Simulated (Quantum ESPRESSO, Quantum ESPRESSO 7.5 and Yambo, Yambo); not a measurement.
# CdF2 (Fm-3m): G0W0 with Yambo, start to end

How does a plane-wave GW calculation on CdF2 (Fm-3m) run from the first input to the gap?

Calculated with Quantum ESPRESSO 7.5 and Yambo 5.3.0; PBE and many-body steps on it, plane waves.

## Step 1: Starting point

It takes space group Fm-3m (No. 225, cubic). The conventional cell has a = 5.388 Å, b = 5.388 Å, c = 5.388 Å, α = 90.00°, β = 90.00°, γ = 90.00°. Cd has 8 F at 2.33 Å nearest. Nearest to F lie 4 Cd at 2.33 Å. Farther neighbours and most contacts between anions are not listed.

The cell and positions come from the Crystallography Open Database and are kept as given unless a step says otherwise.

## Step 2: Ground state

This step: Quantum ESPRESSO 7.5; DFT, PBE, plane waves, norm-conserving pseudopotentials.

The ground-state density comes first.

pw.in reads:

```
&control
  calculation = 'scf'
  prefix = 'x'
  outdir = 'o'
  pseudo_dir = 'pseudo'
/
&system
  ibrav = 0
  nat = 3
  ntyp = 2
  ecutwfc = 94.0
  nbnd = 22
  force_symmorphic = .true.
/
&electrons
  conv_thr = 1e-10
  electron_maxstep = 80
  mixing_beta = 0.5
/
ATOMIC_SPECIES
  Cd 112.41 Cd.upf
  F 18.998 F.upf
CELL_PARAMETERS angstrom
  0.0000000000 2.6940000000 2.6940000000
  2.6940000000 0.0000000000 2.6940000000
  2.6940000000 2.6940000000 -0.0000000000
ATOMIC_POSITIONS crystal
  Cd 0.0000000000 0.0000000000 0.0000000000
  F 0.2500000000 0.2500000000 0.2500000000
  F 0.7500000000 0.7500000000 0.7500000000
K_POINTS automatic
  6 6 6 0 0 0
```

Run with:

```
$ OMP_NUM_THREADS=1 mpirun -n 4 pw.x -nk 4 -in pw.in > pw.out
```

Log:

```text
Program PWSCF v.7.5 starts

     This program is part of the open-source Quantum ESPRESSO suite
     for quantum simulation of materials; please cite
         "P. Giannozzi et al., J. Phys.:Condens. Matter 21 395502 (2009);
         "P. Giannozzi et al., J. Phys.:Condens. Matter 29 465901 (2017);
         "P. Giannozzi et al., J. Chem. Phys. 152 154105 (2020);
     in publications or presentations arising from this work. More details at
     Message from routine setup:
     using ibrav=0 with symmetry is DISCOURAGED, use correct ibrav instead

     G-vector sticks info

     bravais-lattice index     =            0
     lattice parameter (alat)  =       7.1997  a.u.
     unit-cell volume          =     263.8878 (a.u.)^3
     number of atoms/cell      =            3
     number of atomic types    =            2
     number of electrons       =        34.00
     number of Kohn-Sham states=           22
     kinetic-energy cutoff     =      94.0000  Ry
     charge density cutoff     =     376.0000  Ry
     scf convergence threshold =      1.0E-10
     mixing beta               =       0.5000
     number of iterations used =            8  plain     mixing
     Exchange-correlation= PBE
                           (   1   4   3   4   0   0   0)

     celldm(1)=   7.199651  celldm(2)=   0.000000  celldm(3)=   0.000000
     celldm(4)=   0.000000  celldm(5)=   0.000000  celldm(6)=   0.000000

     crystal axes: (cart. coord. in units of alat)
               a(1) = (   0.000000   0.707107   0.707107 )
               a(2) = (   0.707107   0.000000   0.707107 )
               a(3) = (   0.707107   0.707107  -0.000000 )

     reciprocal axes: (cart. coord. in units 2 pi/alat)
               b(1) = ( -0.707107  0.707107  0.707107 )
               b(2) = (  0.707107 -0.707107  0.707107 )
               b(3) = (  0.707107  0.707107 -0.707107 )
     Pseudo is Norm-conserving + core correction, Zval = 20.0
     Generated using ONCVPSP code by D. R. Hamann
     Using radial grid of 1368 points,  6 beta functions with:
     Pseudo is Norm-conserving + core correction, Zval =  7.0
     Generated using ONCVPSP code by D. R. Hamann
     Using radial grid of  832 points,  5 beta functions with:
     Cd               20.00   112.41000     Cd( 1.00)
     F                 7.00    18.99800     F ( 1.00)

     48 Sym. Ops., with inversion, found

   Cartesian axes

     site n.     atom                  positions (alat units)
         1        Cd     tau(   1) = (   0.0000000   0.0000000   0.0000000  )
         2        F      tau(   2) = (   0.3535534   0.3535534   0.3535534  )
         3        F      tau(   3) = (   1.0606602   1.0606602   1.0606602  )

     number of k points=    16
                       cart. coord. in units 2pi/alat
        k(    1) = (   0.0000000   0.0000000   0.0000000), wk =   0.0092593
        k(    2) = (   0.1178511   0.1178511  -0.1178511), wk =   0.0740741
        k(    3) = (   0.2357023   0.2357023  -0.2357023), wk =   0.0740741
        k(    4) = (  -0.3535534  -0.3535534   0.3535534), wk =   0.0370370
        k(    5) = (   0.2357023   0.0000000  -0.0000000), wk =   0.0555556
        k(    6) = (   0.3535534   0.1178511  -0.1178511), wk =   0.2222222
        k(    7) = (  -0.2357023  -0.4714045   0.4714045), wk =   0.2222222
        k(    8) = (  -0.1178511  -0.3535534   0.3535534), wk =   0.2222222
        k(    9) = (   0.0000000  -0.2357023   0.2357023), wk =   0.1111111
        k(   10) = (   0.4714045   0.0000000  -0.0000000), wk =   0.0555556
     [... 4 further rows ...]
        k(   15) = (  -0.1178511  -0.3535534   0.5892557), wk =   0.2222222
        k(   16) = (  -0.7071068   0.2357023   0.0000000), wk =   0.1111111

     Dense  grid:    32647 G-vectors     FFT dimensions: (  45,  45,  45)

     Initial potential from superposition of free atoms

     starting charge      33.9997, renormalised to      34.0000
     Starting wfcs are   18 randomized atomic wfcs +    4 random wfcs

     per-process dynamical memory:    28.7 Mb

     Self-consistent Calculation

     iteration #  1     ecut=    94.00 Ry     beta= 0.50

     total energy              =    -449.30280373 Ry
     estimated scf accuracy    <       0.38882180 Ry

     iteration #  2     ecut=    94.00 Ry     beta= 0.50

     total energy              =    -449.41312000 Ry
     estimated scf accuracy    <       0.06893993 Ry

     iteration #  3     ecut=    94.00 Ry     beta= 0.50

     total energy              =    -449.42409432 Ry
     estimated scf accuracy    <       0.00414792 Ry

     iteration #  4     ecut=    94.00 Ry     beta= 0.50

     total energy              =    -449.42450811 Ry
     estimated scf accuracy    <       0.00005846 Ry

     iteration #  5     ecut=    94.00 Ry     beta= 0.50

     total energy              =    -449.42452890 Ry
     estimated scf accuracy    <       0.00001264 Ry

     iteration #  6     ecut=    94.00 Ry     beta= 0.50

     total energy              =    -449.42453058 Ry
     estimated scf accuracy    <       0.00000509 Ry

     iteration #  7     ecut=    94.00 Ry     beta= 0.50

     total energy              =    -449.42453169 Ry
     estimated scf accuracy    <       0.00000017 Ry

     iteration #  8     ecut=    94.00 Ry     beta= 0.50

     total energy              =    -449.42453168 Ry
     estimated scf accuracy    <       0.00000006 Ry

     iteration #  9     ecut=    94.00 Ry     beta= 0.50

     total energy              =    -449.42453169 Ry
     estimated scf accuracy    <          5.5E-10 Ry

     iteration # 10     ecut=    94.00 Ry     beta= 0.50

     End of self-consistent calculation

          k = 0.0000 0.0000 0.0000 (  4015 PWs)   bands (ev):

   -91.9104 -53.0067 -53.0067 -53.0067 -14.2017 -13.1009   0.9376   0.9376
     0.9376   2.1378   2.1378   5.5577   5.5577   5.5577   6.0345   6.0345
     6.0345   9.6539  19.2706  19.2706  19.2706  24.2209

          k = 0.1179 0.1179-0.1179 (  4047 PWs)   bands (ev):

   -91.9104 -53.0074 -53.0068 -53.0068 -14.1150 -13.1773   1.0370   1.0370
     1.2245   2.1111   2.1111   4.8415   5.3760   5.3760   5.7987   6.0552
     6.0552  10.6120  18.1609  19.6675  19.6675  25.7131

          k = 0.2357 0.2357-0.2357 (  4068 PWs)   bands (ev):

   -91.9104 -53.0086 -53.0070 -53.0070 -13.8964 -13.3708   1.2134   1.2134
     1.9187   2.1325   2.1325   3.9953   4.9422   4.9506   4.9506   6.1088
     6.1088  12.4815  16.6515  20.5543  20.5543  25.0343

          k =-0.3536-0.3536 0.3536 (  4092 PWs)   bands (ev):

     [... further k-points ...]

     highest occupied, lowest unoccupied level (ev):     6.5104    9.6539

!    total energy              =    -449.42453169 Ry
     estimated scf accuracy    <          4.0E-11 Ry

     The total energy is the sum of the following terms:
     one-electron contribution =    -231.75051497 Ry
     hartree contribution      =     131.90836419 Ry
     xc contribution           =     -70.73906150 Ry
     ewald contribution        =    -278.84331940 Ry

     convergence has been achieved in  10 iterations

     XML data file, charge density, pseudopotentials, collected wavefunctions

=------------------------------------------------------------------------------=
   JOB DONE.
=------------------------------------------------------------------------------=
```

The job ended after 13 s (4 MPI ranks of AMD EPYC 7571, shared host; peak memory 0.31 GiB).

This step gave:

| Property | Result |
| --- | --- |
| total energy | -6114.7323 eV |
| gap | 3.143 eV |
| k of the valence top | 0.1667, -0.5, -0.3333 |
| k of the conduction bottom | 0, 0, 0 |
| least direct gap | 3.619 eV |

The gap is indirect, with the least direct gap 0.48 eV higher.

## Step 3: Bands along the symmetry lines

The cheap functional maps the bands first; the places of the edges decide which points the dearer methods must see.

pw.in reads:

```
&control
  calculation = 'bands'
  prefix = 'x'
  outdir = 'o'
  pseudo_dir = 'pseudo'
/
&system
  ibrav = 0
  nat = 3
  ntyp = 2
  ecutwfc = 94.0
  nbnd = 23
  force_symmorphic = .true.
/
&electrons
  conv_thr = 1e-9
  electron_maxstep = 80
  diago_full_acc = .true.
  diago_thr_init = 5e-6
/
ATOMIC_SPECIES
  Cd 112.41 Cd.upf
  F 18.998 F.upf
CELL_PARAMETERS angstrom
  0.0000000000 2.6940000000 2.6940000000
  2.6940000000 0.0000000000 2.6940000000
  2.6940000000 2.6940000000 -0.0000000000
ATOMIC_POSITIONS crystal
  Cd 0.0000000000 0.0000000000 0.0000000000
  F 0.2500000000 0.2500000000 0.2500000000
  F 0.7500000000 0.7500000000 0.7500000000
K_POINTS crystal
  50
  0.00000000 0.00000000 0.00000000 1
  0.06250000 0.00000000 0.06250000 1
  0.12500000 0.00000000 0.12500000 1
  0.18750000 0.00000000 0.18750000 1
  0.25000000 0.00000000 0.25000000 1
  0.31250000 0.00000000 0.31250000 1
  0.37500000 0.00000000 0.37500000 1
  0.43750000 0.00000000 0.43750000 1
  0.50000000 0.00000000 0.50000000 1
  0.51562500 0.03125000 0.51562500 1
  0.53125000 0.06250000 0.53125000 1
  0.54687500 0.09375000 0.54687500 1
  0.56250000 0.12500000 0.56250000 1
  0.57812500 0.15625000 0.57812500 1
  0.59375000 0.18750000 0.59375000 1
  0.60937500 0.21875000 0.60937500 1
  0.62500000 0.25000000 0.62500000 1
  0.37500000 0.37500000 0.75000000 1
  0.32812500 0.32812500 0.65625000 1
  0.28125000 0.28125000 0.56250000 1
  0.23437500 0.23437500 0.46875000 1
  0.18750000 0.18750000 0.37500000 1
  0.14062500 0.14062500 0.28125000 1
  0.09375000 0.09375000 0.18750000 1
  0.04687500 0.04687500 0.09375000 1
  0.00000000 0.00000000 0.00000000 1
  0.06250000 0.06250000 0.06250000 1
  0.12500000 0.12500000 0.12500000 1
  0.18750000 0.18750000 0.18750000 1
  0.25000000 0.25000000 0.25000000 1
  0.31250000 0.31250000 0.31250000 1
  0.37500000 0.37500000 0.37500000 1
  0.43750000 0.43750000 0.43750000 1
  0.50000000 0.50000000 0.50000000 1
  0.50000000 0.46875000 0.53125000 1
  0.50000000 0.43750000 0.56250000 1
  0.50000000 0.40625000 0.59375000 1
  0.50000000 0.37500000 0.62500000 1
  0.50000000 0.34375000 0.65625000 1
  0.50000000 0.31250000 0.68750000 1
  0.50000000 0.28125000 0.71875000 1
  0.50000000 0.25000000 0.75000000 1
  0.50000000 0.21875000 0.71875000 1
  0.50000000 0.18750000 0.68750000 1
  0.50000000 0.15625000 0.65625000 1
  0.50000000 0.12500000 0.62500000 1
  0.50000000 0.09375000 0.59375000 1
  0.50000000 0.06250000 0.56250000 1
  0.50000000 0.03125000 0.53125000 1
  0.50000000 0.00000000 0.50000000 1
```

Log:

```text
[banner, memory and clock lines left out]
Program PWSCF v.7.5 starts

     Atomic positions and unit cell read from directory:
     o/x.save/

     Message from routine setup:
     using ibrav=0 with symmetry is DISCOURAGED, use correct ibrav instead

     G-vector sticks info

     bravais-lattice index     =            0
     lattice parameter (alat)  =       7.1997  a.u.
     unit-cell volume          =     263.8878 (a.u.)^3
     number of atoms/cell      =            3
     number of atomic types    =            2
     number of electrons       =        34.00
     number of Kohn-Sham states=           23
     kinetic-energy cutoff     =      94.0000  Ry
     charge density cutoff     =     376.0000  Ry
     Exchange-correlation= PBE
                           (   1   4   3   4   0   0   0)

     celldm(1)=   7.199651  celldm(2)=   0.000000  celldm(3)=   0.000000
     celldm(4)=   0.000000  celldm(5)=   0.000000  celldm(6)=   0.000000

     crystal axes: (cart. coord. in units of alat)
               a(1) = (   0.000000   0.707107   0.707107 )
               a(2) = (   0.707107   0.000000   0.707107 )
               a(3) = (   0.707107   0.707107  -0.000000 )

     reciprocal axes: (cart. coord. in units 2 pi/alat)
               b(1) = ( -0.707107  0.707107  0.707107 )
               b(2) = (  0.707107 -0.707107  0.707107 )
               b(3) = (  0.707107  0.707107 -0.707107 )
     Pseudo is Norm-conserving + core correction, Zval = 20.0
     Generated using ONCVPSP code by D. R. Hamann
     Using radial grid of 1368 points,  6 beta functions with:
     Pseudo is Norm-conserving + core correction, Zval =  7.0
     Generated using ONCVPSP code by D. R. Hamann
     Using radial grid of  832 points,  5 beta functions with:
     Cd               20.00   112.41000     Cd( 1.00)
     F                 7.00    18.99800     F ( 1.00)

     48 Sym. Ops., with inversion, found

   Cartesian axes

     site n.     atom                  positions (alat units)
         1        Cd     tau(   1) = (   0.0000000   0.0000000   0.0000000  )
         2        F      tau(   2) = (   0.3535534   0.3535534   0.3535534  )
         3        F      tau(   3) = (   1.0606602   1.0606602   1.0606602  )

     number of k points=    50
                       cart. coord. in units 2pi/alat
        k(    1) = (   0.0000000   0.0000000   0.0000000), wk =   0.0400000
        k(    2) = (   0.0000000   0.0883883   0.0000000), wk =   0.0400000
        k(    3) = (   0.0000000   0.1767767   0.0000000), wk =   0.0400000
[...]
[... 38 further rows ...]
        k(   49) = (   0.0441942   0.7071068   0.0000000), wk =   0.0400000
        k(   50) = (   0.0000000   0.7071068   0.0000000), wk =   0.0400000

     Dense  grid:    32647 G-vectors     FFT dimensions: (  45,  45,  45)

     The potential is recalculated from file :
     o/x.save/charge-density

     Starting wfcs are   18 randomized atomic wfcs +    5 random wfcs

     Band Structure Calculation

     End of band structure calculation

          k = 0.0000 0.0000 0.0000 (  4015 PWs)   bands (ev):

   -91.9103 -53.0066 -53.0066 -53.0066 -14.2018 -13.1009   0.9377   0.9377
     0.9377   2.1379   2.1379   5.5577   5.5577   5.5577   6.0345   6.0345
     6.0345   9.6539  19.2706  19.2706  19.2706  24.2210  26.4704

          k = 0.0000 0.0884 0.0000 (  4035 PWs)   bands (ev):

   -91.9104 -53.0067 -53.0067 -53.0067 -14.1850 -13.1157   0.9593   0.9593
[...]
6.0418   9.8549  19.0074  19.3403  19.3403  24.6052  26.1507

          k = 0.0000 0.1768 0.0000 (  4047 PWs)   bands (ev):

[...]
6.0736  10.3733  18.4219  19.5343  19.5343  24.7507  26.2188

          k =-0.0000 0.2652 0.0000 (  4048 PWs)   bands (ev):

[...]
k = 0.0000 0.4419-0.0000 (  4056 PWs)   bands (ev):

[...]
k =-0.0000 0.5303 0.0000 (  4064 PWs)   bands (ev):

[...]
k = 0.0000 0.6187-0.0000 (  4064 PWs)   bands (ev):

[...]
k = 0.4640 0.4640-0.0000 (  4075 PWs)   bands (ev):

[...]
k = 0.3315 0.3315-0.0000 (  4063 PWs)   bands (ev):

[...]
k = 0.3094 0.7071-0.0000 (  4080 PWs)   bands (ev):

[...]
k = 0.2210 0.7071-0.0000 (  4074 PWs)   bands (ev):

[...]
k = 0.1768 0.7071-0.0000 (  4062 PWs)   bands (ev):

[...]
k = 0.0442 0.7071 0.0000 (  4076 PWs)   bands (ev):

[...]
6.4451  14.5688  16.2770  18.4711  20.7596  20.8886  26.0884

          k = 0.0000 0.7071 0.0000 (  4088 PWs)   bands (ev):

   -91.9104 -53.0092 -53.0077 -53.0077 -13.7328 -13.4694   1.1535   1.8889
     1.8889   2.2524   2.4249   3.4542   3.5900   3.5900   6.0229   6.4411
     6.4411  14.5663  16.2381  18.4942  20.8276  20.8276  26.0277

     XML data file, pseudopotentials, collected wavefunctions
```

It took 10 s on 4 MPI ranks; peak memory 0.27 GiB; 40 s of CPU time.

This step gave:

- gap: 3.124 eV
- k of the valence top: 0.5, 0.25, 0.75
- k of the conduction bottom: 0, 0, 0
- least direct gap: 3.619 eV

The gap is 3.124 eV, −0.019 eV from the run before at this level.

Electronic bands along the path, in eV, zero at the top of the highest filled band:

| point | band 14 | band 15 | band 16 | band 17 | band 18 | band 19 | band 20 | band 21 |
| --- | --- | --- | --- | --- | --- | --- | --- | --- |
| Γ | -0.97 | -0.50 | -0.50 | -0.50 | 3.12 | 12.74 | 12.74 | 12.74 |
| halfway | -1.83 | -0.50 | -0.31 | -0.31 | 5.33 | 10.70 | 13.59 | 13.59 |
| X | -2.94 | -0.51 | -0.09 | -0.09 | 8.04 | 9.71 | 11.96 | 14.30 |
| halfway | -2.67 | -0.56 | -0.23 | -0.12 | 8.05 | 10.01 | 11.76 | 14.25 |
| U | -2.30 | -0.95 | -0.35 | -0.20 | 7.99 | 10.79 | 11.16 | 14.50 |
| jump to K | -2.30 | -0.95 | -0.35 | -0.20 | 7.99 | 10.79 | 11.16 | 14.50 |
| halfway | -1.42 | -1.14 | -0.44 | -0.41 | 5.62 | 10.69 | 13.12 | 14.00 |
| Γ | -0.97 | -0.50 | -0.50 | -0.50 | 3.12 | 12.74 | 12.74 | 12.74 |
| halfway | -1.36 | -1.12 | -0.45 | -0.45 | 4.99 | 10.84 | 13.56 | 13.56 |
| L | -1.83 | -1.83 | -0.39 | -0.39 | 7.20 | 9.18 | 14.53 | 14.53 |
| halfway | -1.85 | -1.49 | -0.47 | -0.24 | 7.58 | 9.86 | 12.99 | 13.97 |
| W | -1.52 | -1.52 | -0.60 | 0.00 | 8.10 | 11.53 | 11.72 | 11.72 |
| halfway | -2.48 | -0.56 | -0.53 | -0.04 | 8.07 | 10.29 | 11.71 | 13.39 |
| X | -2.94 | -0.51 | -0.09 | -0.09 | 8.04 | 9.71 | 11.96 | 14.30 |

The electronic bands as a text plot (rows in eV, shown from -4.8 to 9.1 only):

```
    8.8 |
    8.3 |            ++++++                              ++++++++
    7.7 |          ++      +                         ++++
    7.1 |         +         ++                  +++++
    6.5 |                     ++               +
    5.9 |       ++                           ++
    5.4 |     ++                +
    4.8 |    +                   ++         +
    4.2 |                          ++      +
    3.6 |  ++                        +   ++
    3.1 |++                           +++
    2.5 |
    1.9 |
    1.3 |
    0.7 |
    0.2 |          *****                                *********
   -0.4 |********************************************************
   -1.0 |****            **     *************              **
   -1.6 |  *****           **********    *******************
   -2.2 |    *****       *****   **         *   ********    *
   -2.7 |       ***********     *            ********   *********
   -3.3 |          *************                     ************
   -3.9 |          ****                          ****          **
   -4.5 |********************************************************
         Γ           X  U|K            Γ         L        W     X
```

[end of part 1 of 3]

[Paths, hosts, dates, memory and timing lines, banners, echoed tables and standing remarks are left out of the program output.]

[Logs are printed without paths, hosts, clocks, repeated set-up lines and the standing remarks that a program may print on its own settings, such as how far it seeks lower states.]

[Runs of the session that timed out or met a known fault of the program may be left out.]

[Hosts, paths, dates, database ids (printed as entryN), source tags and the programs' standing remarks are cut or masked in the printed files.]
